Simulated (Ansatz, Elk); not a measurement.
# LuTlTeSe (model structure): optical spectrum from first principles, part 2 of 2

Wanted: where LuTlTeSe (model structure) starts to absorb, how strongly, and its refractive index. The structure is a model built here, which may or may not match a known phase. It was built so: 1 of the 2 Te atoms of the cell replaced by Se in the R-3m structure of LuTlTe2. The cell is first relaxed with Ansatz.

Elk 11.2.3 (patched build); DFT, PBEsol, all-electron APW+lo, Dirac cores, scalar-relativistic bands, independent-particle optical response without local fields.

So far: The starting structure; Relaxation.

### 3. Ground state

First the ground state: is it a metal or has it a gap?

This step: DFT, PBEsol, all-electron APW+lo, Dirac cores, scalar-relativistic bands, ground state (Elk 11.2.3 (patched build)).

elk.in reads:

```
tasks
  0
  120

xctype
  22

nempty
  8

lorbcnd
  .true.

rgkmax
  7.0

swidth
  0.0018375

maxscl
  100

epsengy
  1e-05

sppath
  './'

avec
  3.9337885268 2.2711738679 14.7813360692
  -3.9337885268 2.2711738679 14.7813360692
  0.0000000000 -4.5423477266 14.7813360707

atoms
  4
  'Tl.in'
  1
  0.9977219419 0.9977219419 0.9977219419   0.000 0.000 0.000
  'Lu.in'
  1
  0.5058093038 0.5058093038 0.5058093038   0.000 0.000 0.000
  'Te.in'
  1
  0.7622730340 0.7622730340 0.7622730340   0.000 0.000 0.000
  'Se.in'
  1
  0.2341957203 0.2341957203 0.2341957203   0.000 0.000 0.000

ngridk
  6 6 6

vkloff
  0.2500 0.5000 0.6250
```

Started as:

```console
$ OMP_NUM_THREADS=2 elk
```

Numbers of over 12 decimals in the logs are rounded to 6 here.

The log of the run:

```text
┌─────────────────────────┐
│ Elk code version 11.2.3 │
└─────────────────────────┘

All units are atomic (Hartree, Bohr, etc.)

┌─────────────────────────────────────────────────┐
│ Ground-state run starting from atomic densities │
└─────────────────────────────────────────────────┘

Lattice vectors :
   3.933788527       2.271173868       14.78133607
  -3.933788527       2.271173868       14.78133607
   0.000000000      -4.542347727       14.78133607

Reciprocal lattice vectors :
  0.7986175749      0.4610820719      0.1416918668
 -0.7986175749      0.4610820719      0.1416918668
 -0.6142196081E-17 -0.9221641437      0.1416918671

Unit cell volume      :    792.3669141
Brillouin zone volume :   0.3130496857

Muffin-tin inner radius fraction :   0.1000000000E-01

Nuclei treated as point charges

Species : 1 (Tl)
 parameters loaded from : Tl.in
 name : thallium
 nuclear charge    :   -81.00000000
 electronic charge :    81.00000000
 atomic mass :    372567.9643
 muffin-tin radius :    2.800000000
 number of radial points in muffin-tin :   1393
 inner part over the whole radius :   0.9893942913E-02
 number on inner part of muffin-tin    :   1000
 approximate nuclear radius :   0.1043008296E-03
 number of mesh points to nuclear radius :    525
 atomic positions (lattice), magnetic fields (Cartesian) :
  1 :   0.00000000  0.00000000  0.00000000    0.00000000  0.00000000  0.00000000

Species : 2 (Lu)
 parameters loaded from : Lu.in
 name : lutetium
 nuclear charge    :   -71.00000000
 electronic charge :    71.00000000
 atomic mass :    318945.3298
 muffin-tin radius :    2.800000000
 number of radial points in muffin-tin :   1393
 inner part over the whole radius :   0.9962478555E-02
 number on inner part of muffin-tin    :    999
 approximate nuclear radius :   0.9954169502E-04
 number of mesh points to nuclear radius :    517
 atomic positions (lattice), magnetic fields (Cartesian) :
  1 :   0.50808736  0.50808736  0.50808736    0.00000000  0.00000000  0.00000000

Species : 3 (Te)
 parameters loaded from : Te.in
 name : tellurium
 nuclear charge    :   -52.00000000
 electronic charge :    52.00000000
 atomic mass :    232600.5708
 muffin-tin radius :    2.600000000
 number of radial points in muffin-tin :   1193
 inner part over the whole radius :   0.9992174838E-02
 number on inner part of muffin-tin    :    851
 approximate nuclear radius :   0.8944870508E-04
 number of mesh points to nuclear radius :    430
 atomic positions (lattice), magnetic fields (Cartesian) :
  1 :   0.76455109  0.76455109  0.76455109    0.00000000  0.00000000  0.00000000

Species : 4 (Se)
 parameters loaded from : Se.in
 name : selenium
 nuclear charge    :   -34.00000000
 electronic charge :    34.00000000
 atomic mass :    143935.2749
 muffin-tin radius :    2.400000000
 number of radial points in muffin-tin :    993
 inner part over the whole radius :   0.9976188588E-02
 number on inner part of muffin-tin    :    703
 approximate nuclear radius :   0.7785908700E-04
 number of mesh points to nuclear radius :    342
 atomic positions (lattice), magnetic fields (Cartesian) :
  1 :   0.23647378  0.23647378  0.23647378    0.00000000  0.00000000  0.00000000

Total number of atoms per unit cell :    4
Total muffin-tin volume :    315.4326576
 ratio of muffin-tin to unit cell volume :   0.3980891326

Spin treatment :
 spin-unpolarised

Number of Bravais lattice symmetries :   12
Number of crystal symmetries         :    6
Crystal has no inversion symmetry
Complex Hermitian eigensolver will be used

k-point grid :      6     6     6
k-point offset :   0.2500000000      0.5000000000      0.6250000000
k-point set is reduced with full crystal symmetry group
Total number of k-points :      216

Muffin-tin radius times maximum |G+k| :    7.000000000
 using average radius
Maximum |G+k| for APW functions       :    2.641509434
Maximum (1/2)|G+k|²                   :    3.488786045
Maximum |G| for potential and density :    12.00000000
Constant for pseudocharge density :    8
 order of it for each species :   15  15  15  15
 order of it for pair densities of each species (exact exchange by exxq0 0: 15) :   11  11   9   7
Radial integration step length :    1

G-vector grid sizes :     60    60    60
Number of G-vectors :    22983

Maximum angular momentum used for
 APW functions            :    8
 outer part of muffin-tin :    6
 inner part of muffin-tin :    2

Total nuclear charge    :   -238.0000000
Total core charge       :    162.0000000
Total valence charge    :    76.00000000
Total excess charge     :    0.000000000
Total electronic charge :    238.0000000

Effective Wigner radius, rₛ :   0.9263041054

Number of empty states         :     32
Total number of valence states :     71
Total number of core states    :    162

Conduction state local-orbitals added automatically
Third-order local-orbitals added for an l without core states : F
Total number of local-orbitals :    270

Exchange-correlation functional :     22     0     0
 PBEsol, Phys. Rev. Lett. 100, 136406 (2008)
 gradient requirement :    1
 generalised gradient approximation (GGA)

Smearing type :    3
 Fermi-Dirac
Smearing width :   0.1837500000E-02
Effective electronic temperature (K) :    580.2366081

Mixing type :    3
 Broyden mixing, J. Phys. A: Math. Gen. 17, L317 (1984)

Kohn-Sham potential initialised from atomic data

┌──────────────────────────────┐
│ Self-consistent loop started │
└──────────────────────────────┘

┌─────────────────┐
│ Loop number : 1 │
└─────────────────┘

Energies :
 Fermi                       :     0.91155325611053E-01
 sum of occupied eigenvalues :     -26994.934431350
 electron kinetic            :      49419.073689810
 core electron kinetic       :      48324.078518731
 Coulomb                     :     -92568.779993293
 Coulomb potential           :     -75176.199845738
 nuclear-nuclear             :     -3627.3586102012
 electron-nuclear            :     -102768.87580759
 Hartree                     :      13827.454424502
 Madelung                    :     -54980.680070424
 xc potential                :     -1237.8082754220
 exchange                    :     -918.27532837596
 correlation                 :     -15.414270490154
 electron entropic           :    -0.11528434807266E-06
 total energy                :     -44083.395902464

Density of states at Fermi energy :   0.3137926279E-02
 (states/Hartree/unit cell)

Estimated indirect band gap :   0.3362405825E-01
 from k-point 130 to k-point 90
Estimated direct band gap   :   0.7148871664E-01
 at k-point 130

Charges :
 core                        :    162.0000000
 valence                     :    76.00000000
 interstitial                :    6.591268657
 muffin-tins (core leakage)
  species : 1 (Tl)
   atom 1                    :    79.29305885     (  0.3800613355E-04)
  species : 2 (Lu)
   atom 1                    :    69.13467538     (  0.3575975995E-06)
  species : 3 (Te)
   atom 1                    :    50.19786526     (  0.4159499555E-03)
  species : 4 (Se)
   atom 1                    :    32.78313185     (  0.5930816455E-04)
 total in muffin-tins        :    231.4087313
 total calculated charge     :    237.9975645
 total charge                :    238.0000000
 error                       :   0.2435496114E-02

┌─────────────────┐
│ Loop number : 2 │
└─────────────────┘

Energies :
 Fermi                       :     0.92330862212545E-01
 sum of occupied eigenvalues :     -26994.848892017
 electron kinetic            :      49418.221471785
 core electron kinetic       :      48323.442939881
 Coulomb                     :     -92568.969262286
 Coulomb potential           :     -75176.065532262
 nuclear-nuclear             :     -3627.3586102012
 electron-nuclear            :     -102769.38386743
 Hartree                     :      13827.773215344
 Madelung                    :     -54980.936496156
 xc potential                :     -1237.0048315403
 exchange                    :     -918.28276639700
 correlation                 :     -15.414383833957
 electron entropic           :    -0.11118464826674E-06
 total energy                :     -44084.444940843

Density of states at Fermi energy :   0.3016332041E-02
 (states/Hartree/unit cell)

Estimated indirect band gap :   0.3375058000E-01
 from k-point 130 to k-point 90
Estimated direct band gap   :   0.7165761674E-01
 at k-point 130

Charges :
 core                        :    162.0000000
 valence                     :    76.00000000
 interstitial                :    6.593372666
 muffin-tins (core leakage)
  species : 1 (Tl)
   atom 1                    :    79.29748266     (  0.3796771279E-04)
  species : 2 (Lu)
   atom 1                    :    69.13452581     (  0.3567092506E-06)
  species : 3 (Te)
   atom 1                    :    50.19620886     (  0.4159595575E-03)
  species : 4 (Se)
   atom 1                    :    32.77841000     (  0.5933556612E-04)
 total in muffin-tins        :    231.4066273
 total calculated charge     :    237.9975675
 total charge                :    238.0000000
 error                       :   0.2432490784E-02

RMS change in Kohn-Sham potential (target) :   0.1717403787     (  0.1000000000E-05)
Absolute change in total energy (target)   :    1.049038379     (  0.1000000000E-04)

[... 16 loops left out ...]

┌──────────────────┐
│ Loop number : 19 │
└──────────────────┘

Energies :
 Fermi                       :     0.207941
 sum of occupied eigenvalues :     -26974.725340402
 electron kinetic            :      49425.470802852
 core electron kinetic       :      48325.667937100
 Coulomb                     :     -92574.085389359
 Coulomb potential           :     -75170.896737558
 nuclear-nuclear             :     -3627.3586102012
 electron-nuclear            :     -102784.66460355
 Hartree                     :      13837.937824395
 Madelung                    :     -54988.637020580
 xc potential                :     -1229.2994056965
 exchange                    :     -918.49045532729
 correlation                 :     -15.419135406684
 electron entropic           :    -0.33549412062302E-06
 total energy                :     -44082.524177576

Density of states at Fermi energy :   0.1040093951E-01
 (states/Hartree/unit cell)

Estimated indirect band gap :   0.2892598517E-01
 from k-point 130 to k-point 90
Estimated direct band gap   :   0.6800856237E-01
 at k-point 130

Charges :
 core                        :    162.0000000
 valence                     :    76.00000000
 interstitial                :    6.682268311
 muffin-tins (core leakage)
  species : 1 (Tl)
   atom 1                    :    79.47180513     (  0.3647349374E-04)
  species : 2 (Lu)
   atom 1                    :    69.21375359     (  0.3275480154E-06)
  species : 3 (Te)
   atom 1                    :    50.08026740     (  0.4091195743E-03)
  species : 4 (Se)
   atom 1                    :    32.55190557     (  0.5920140858E-04)
 total in muffin-tins        :    231.3177317
 total calculated charge     :    237.9977210
 total charge                :    238.0000000
 error                       :   0.2278997050E-02

RMS change in Kohn-Sham potential (target) :   0.1405403219E-07 (  0.1000000000E-05)
Absolute change in total energy (target)   :   0.4422501661E-05 (  0.1000000000E-04)

Convergence targets achieved

┌──────────────────┐
│ Loop number : 20 │
└──────────────────┘

Energies :
 Fermi                       :     0.207940
 sum of occupied eigenvalues :     -26974.725340938
 electron kinetic            :      49425.470802310
 core electron kinetic       :      48325.667936732
 Coulomb                     :     -92574.085389106
 Coulomb potential           :     -75170.896737537
 nuclear-nuclear             :     -3627.3586102012
 electron-nuclear            :     -102784.66460307
 Hartree                     :      13837.937824168
 Madelung                    :     -54988.637020338
 xc potential                :     -1229.2994057111
 exchange                    :     -918.49045532085
 correlation                 :     -15.419135406592
 electron entropic           :    -0.33549414114811E-06
 total energy                :     -44082.524177859

Density of states at Fermi energy :   0.1040094025E-01
 (states/Hartree/unit cell)

Estimated indirect band gap :   0.2892598491E-01
 from k-point 130 to k-point 90
Estimated direct band gap   :   0.6800856250E-01
 at k-point 130

Charges :
 core                        :    162.0000000
 valence                     :    76.00000000
 interstitial                :    6.682268305
 muffin-tins (core leakage)
  species : 1 (Tl)
   atom 1                    :    79.47180513     (  0.3647349723E-04)
  species : 2 (Lu)
   atom 1                    :    69.21375359     (  0.3275472054E-06)
  species : 3 (Te)
   atom 1                    :    50.08026740     (  0.4091195730E-03)
  species : 4 (Se)
   atom 1                    :    32.55190558     (  0.5920140893E-04)
 total in muffin-tins        :    231.3177317
 total calculated charge     :    237.9977210
 total charge                :    238.0000000
 error                       :   0.2278997049E-02

┌──────────────────────────────┐
│ Self-consistent loop stopped │
└──────────────────────────────┘

Warning : core states of species 3 leak from the muffin-tin :   0.4091195730E-03

Wrote STATE.OUT
```

Elapsed: 10 min, on 2 threads of Arm Neoverse V2, shared host; peak memory 0.34 GiB; 21 min of CPU time.

Read-outs, printed or worked out from the files:

```
total energy           : -44083 Ha
Fermi energy           : 5.658 eV
DOS at the Fermi level : 3.82e-4 states/eV/cell
gap on the k-mesh      : 0.7871 eV
direct gap on the mesh : 1.851 eV
```

There is a gap, 0.79 eV on this mesh (points off the mesh can give less), so no carriers' term is needed.

### 4. Independent particles

The spectrum is a sum over vertical transitions between filled and empty bands at the fixed density, so many empty bands are needed.

This step: DFT, PBEsol, all-electron APW+lo, Dirac cores, scalar-relativistic bands, independent-particle optical response without local fields (Elk 11.2.3 (patched build)).

Edit elk.in of step 3 so:

```diff
@@ -1,4 +1,7 @@
 tasks
-  0
-  120
+  121
+
+optcomp
+  1 1
+  3 3
 
@@ -17,9 +20,7 @@
 swidth
-  0.0018375
+  0.0036749
 
-maxscl
-  100
-
-epsengy
-  1e-05
+wplot
+  400 100 0
+  0.0 0.73499
```

Started as:

```console
$ OMP_NUM_THREADS=2 elk
```

The log of the run:

```text
┌─────────────────────────────────┐
│ Elk code version 11.2.3 started │
└─────────────────────────────────┘

Info(readinput): the functional depends on the density's gradient
 muffin-tin radial points multiplied by    2.00000
 (not where nrmtscf is given)

┌────────────────────┐
│ Current task : 121 │
└────────────────────┘

Info(findsymcrys): atomic basis shift (lattice) :
  0.2278058100E-02  0.2278058100E-02  0.2278058100E-02
See GEOMETRY.OUT for new atomic positions

Info(dielectric):
 dielectric tensor written to EPSILON_ij.OUT
 optical conductivity written to SIGMA_ij.OUT
 for components
  i = 1, j = 1
  i = 3, j = 3

┌──────────────────┐
│ Elk code stopped │
└──────────────────┘
```

The job ended after 4.6 s (2 threads; peak memory 0.08 GiB).

Read-outs, printed or worked out from the files:

```
electronic dielectric constant ε∞, mean over x, y and z (by symmetry where fewer were run) : 10.80
```

Sum at mesh points, not converged in k; values under the direct gap are tails of Lorentzian lines. Im ε against photon energy; read off at these points:

```tsv
photon energy (eV)	E ∥ x	E ∥ z
0.00	0	0
0.50	0.0763	0.0776
1.00	0.181	0.181
1.50	0.389	0.386
2.00	1.26	1.23
2.50	10.5	5.58
2.70	20.7	9.41
3.00	11.7	14.0
3.50	13.6	26.1
3.60	15.1	27.7
3.80	16.6	25.4
4.00	16.3	21.9
4.50	14.1	15.9
5.00	9.99	10.3
5.50	7.32	6.70
6.00	4.51	3.84
6.50	3.45	2.55
7.00	3.94	1.98
7.50	4.93	1.73
8.00	3.67	1.72
8.50	2.91	1.97
9.00	2.78	2.16
9.50	2.25	2.16
10.00	1.84	2.30
10.50	1.52	2.00
11.00	1.41	1.72
11.50	1.14	1.16
12.00	1.09	0.968
12.50	1.11	0.885
13.00	1.06	0.904
13.50	0.876	0.968
14.00	0.878	0.990
14.50	0.769	0.928
15.00	0.771	0.883
15.50	0.525	0.585
16.00	0.427	0.433
16.50	0.402	0.361
17.00	0.400	0.321
17.50	0.352	0.333
18.00	0.344	0.355
```

The reflectivity at normal incidence has structure finer than the step of the table below, so its rows give means over 0.5 eV, whole bins alone (the curve runs from 0 to 18.3 eV). Peaks (eV: height): E ∥ x 2.70: 49.3, 5.55: 52.5, 7.80: 41.5, 13.10: 29.8, 15.45: 32.0; E ∥ z 5.85: 65.7, 11.35: 40.1, 15.60: 34.8.

Sum at mesh points, not converged in k. Table of reflectivity at normal incidence by photon energy; means over each step:

```tsv
photon energy (eV)	E ∥ x (%)	E ∥ z (%)
0.5	28.4	29.6
1.0	29.5	30.6
1.5	31.7	32.7
2.0	36.0	36.2
2.5	45.3	41.7
3.0	40.8	46.3
3.5	41.8	53.2
4.0	46.8	56.4
4.5	49.5	57.0
5.0	50.9	61.6
5.5	51.4	63.2
6.0	47.6	64.5
6.5	39.7	61.8
7.0	30.5	56.0
7.5	34.2	45.1
8.0	40.9	32.8
8.5	40.0	26.2
9.0	37.6	25.1
9.5	40.1	26.4
10.0	39.4	26.4
10.5	39.2	33.3
11.0	34.8	36.0
11.5	34.7	38.2
12.0	29.2	33.1
12.5	25.4	27.3
13.0	28.4	23.0
13.5	25.3	17.9
14.0	24.1	21.5
14.5	25.5	23.1
15.0	26.1	25.7
15.5	31.0	33.0
16.0	24.7	28.9
16.5	18.7	22.9
17.0	16.3	17.1
17.5	14.0	12.3
18.0	12.1	11.0
```

The loss function −Im 1/ε at q → 0 has structure finer than the step of the table below, so its rows give means over 1 eV, whole bins alone (the curve runs from 0 to 18.3 eV). Peaks (eV: height): E ∥ x 16.4: 2.47; E ∥ z 17.0: 2.84.

Sum at mesh points, not converged in k; values under the direct gap are tails of Lorentzian lines. Table of loss function −Im 1/ε at q → 0 by energy loss; means over each step:

```tsv
energy loss (eV)	E ∥ x	E ∥ z
1	0.00144	0.00128
2	0.00609	0.00558
3	0.0458	0.0222
4	0.0582	0.0452
5	0.0888	0.0640
6	0.157	0.0953
7	0.252	0.209
8	0.219	0.447
9	0.295	0.454
10	0.371	0.421
11	0.531	0.456
12	0.771	0.771
13	0.867	1.06
14	1.05	0.963
15	1.25	1.09
16	2.20	2.11
17	2.33	2.61
```

From ε follow the optical constants at some laser and lamp lines:

```tsv
wavelength (nm)	n x	k x	R (%) x	1/α x	n z	k z	R (%) z	1/α z
1064	3.42	0.034	30.0	2.5 µm	3.52	0.033	31.1	2.6 µm
532	4.55	0.459	41.3	92 nm	4.36	0.365	39.6	116 nm
450	4.05	2.417	48.3	15 nm	4.63	1.062	43.6	34 nm
365	3.64	1.666	40.1	17 nm	4.85	2.510	52.1	12 nm
308	3.22	2.547	47.0	9.6 nm	3.15	3.422	56.4	7.2 nm
248	1.88	2.661	51.1	7.4 nm	1.62	3.180	61.8	6.2 nm
193	1.05	1.767	42.7	8.7 nm	0.66	2.075	62.8	7.4 nm
```

Below the direct gap, k and the depth come from the tails of the Lorentzian lines, not from transitions.

### 5. Summary of results

```json
{
  "electronic dielectric constant ε∞, mean over x, y and z (by symmetry where fewer were run) (independent particles)": "10.8"
}
```

What this shows: At this level (PBEsol, independent particles) LuTlTeSe has a mean ε∞ = 10.8 and n = 3.32 at 1550 nm (E ∥ x). The cell shrank by 5.6 % in volume. On the mesh the gap is 0.79 eV and the least direct gap 1.85 eV, so on this mesh the band edges lie at different points. The static values by axis are 10.56 (x), 11.27 (z). Excitons and phonon-assisted transitions are missing, and so are local fields; PBEsol gaps are as a rule too small, which pulls the onset down and ε∞ up, while the missing spin-orbit coupling works the other way with such heavy atoms. Spin-orbit coupling is left out although heavy atoms are present. The curves end at 18 eV, about where the summed bands run out. The sum runs over mesh points 0.29 Å⁻¹ apart with no interpolation, so peaks are partly noise of the mesh and static values carry its error. The mesh is shifted off Γ, so gaps read from it can miss the band edges. Besides steps told in other documents, this task had 3 steps that ran out of time; those not told in a step above aren't shown.

[Machine, clock and banner lines and Python warnings are left out of the logs.]

[Logs are printed without paths, hosts, clocks, repeated set-up lines and the standing remarks that a program may print on its own settings, such as how far it seeks lower states.]

[Hosts, paths, dates, database ids (printed as entryN), source tags and the programs' standing remarks are cut or masked in the printed files.]
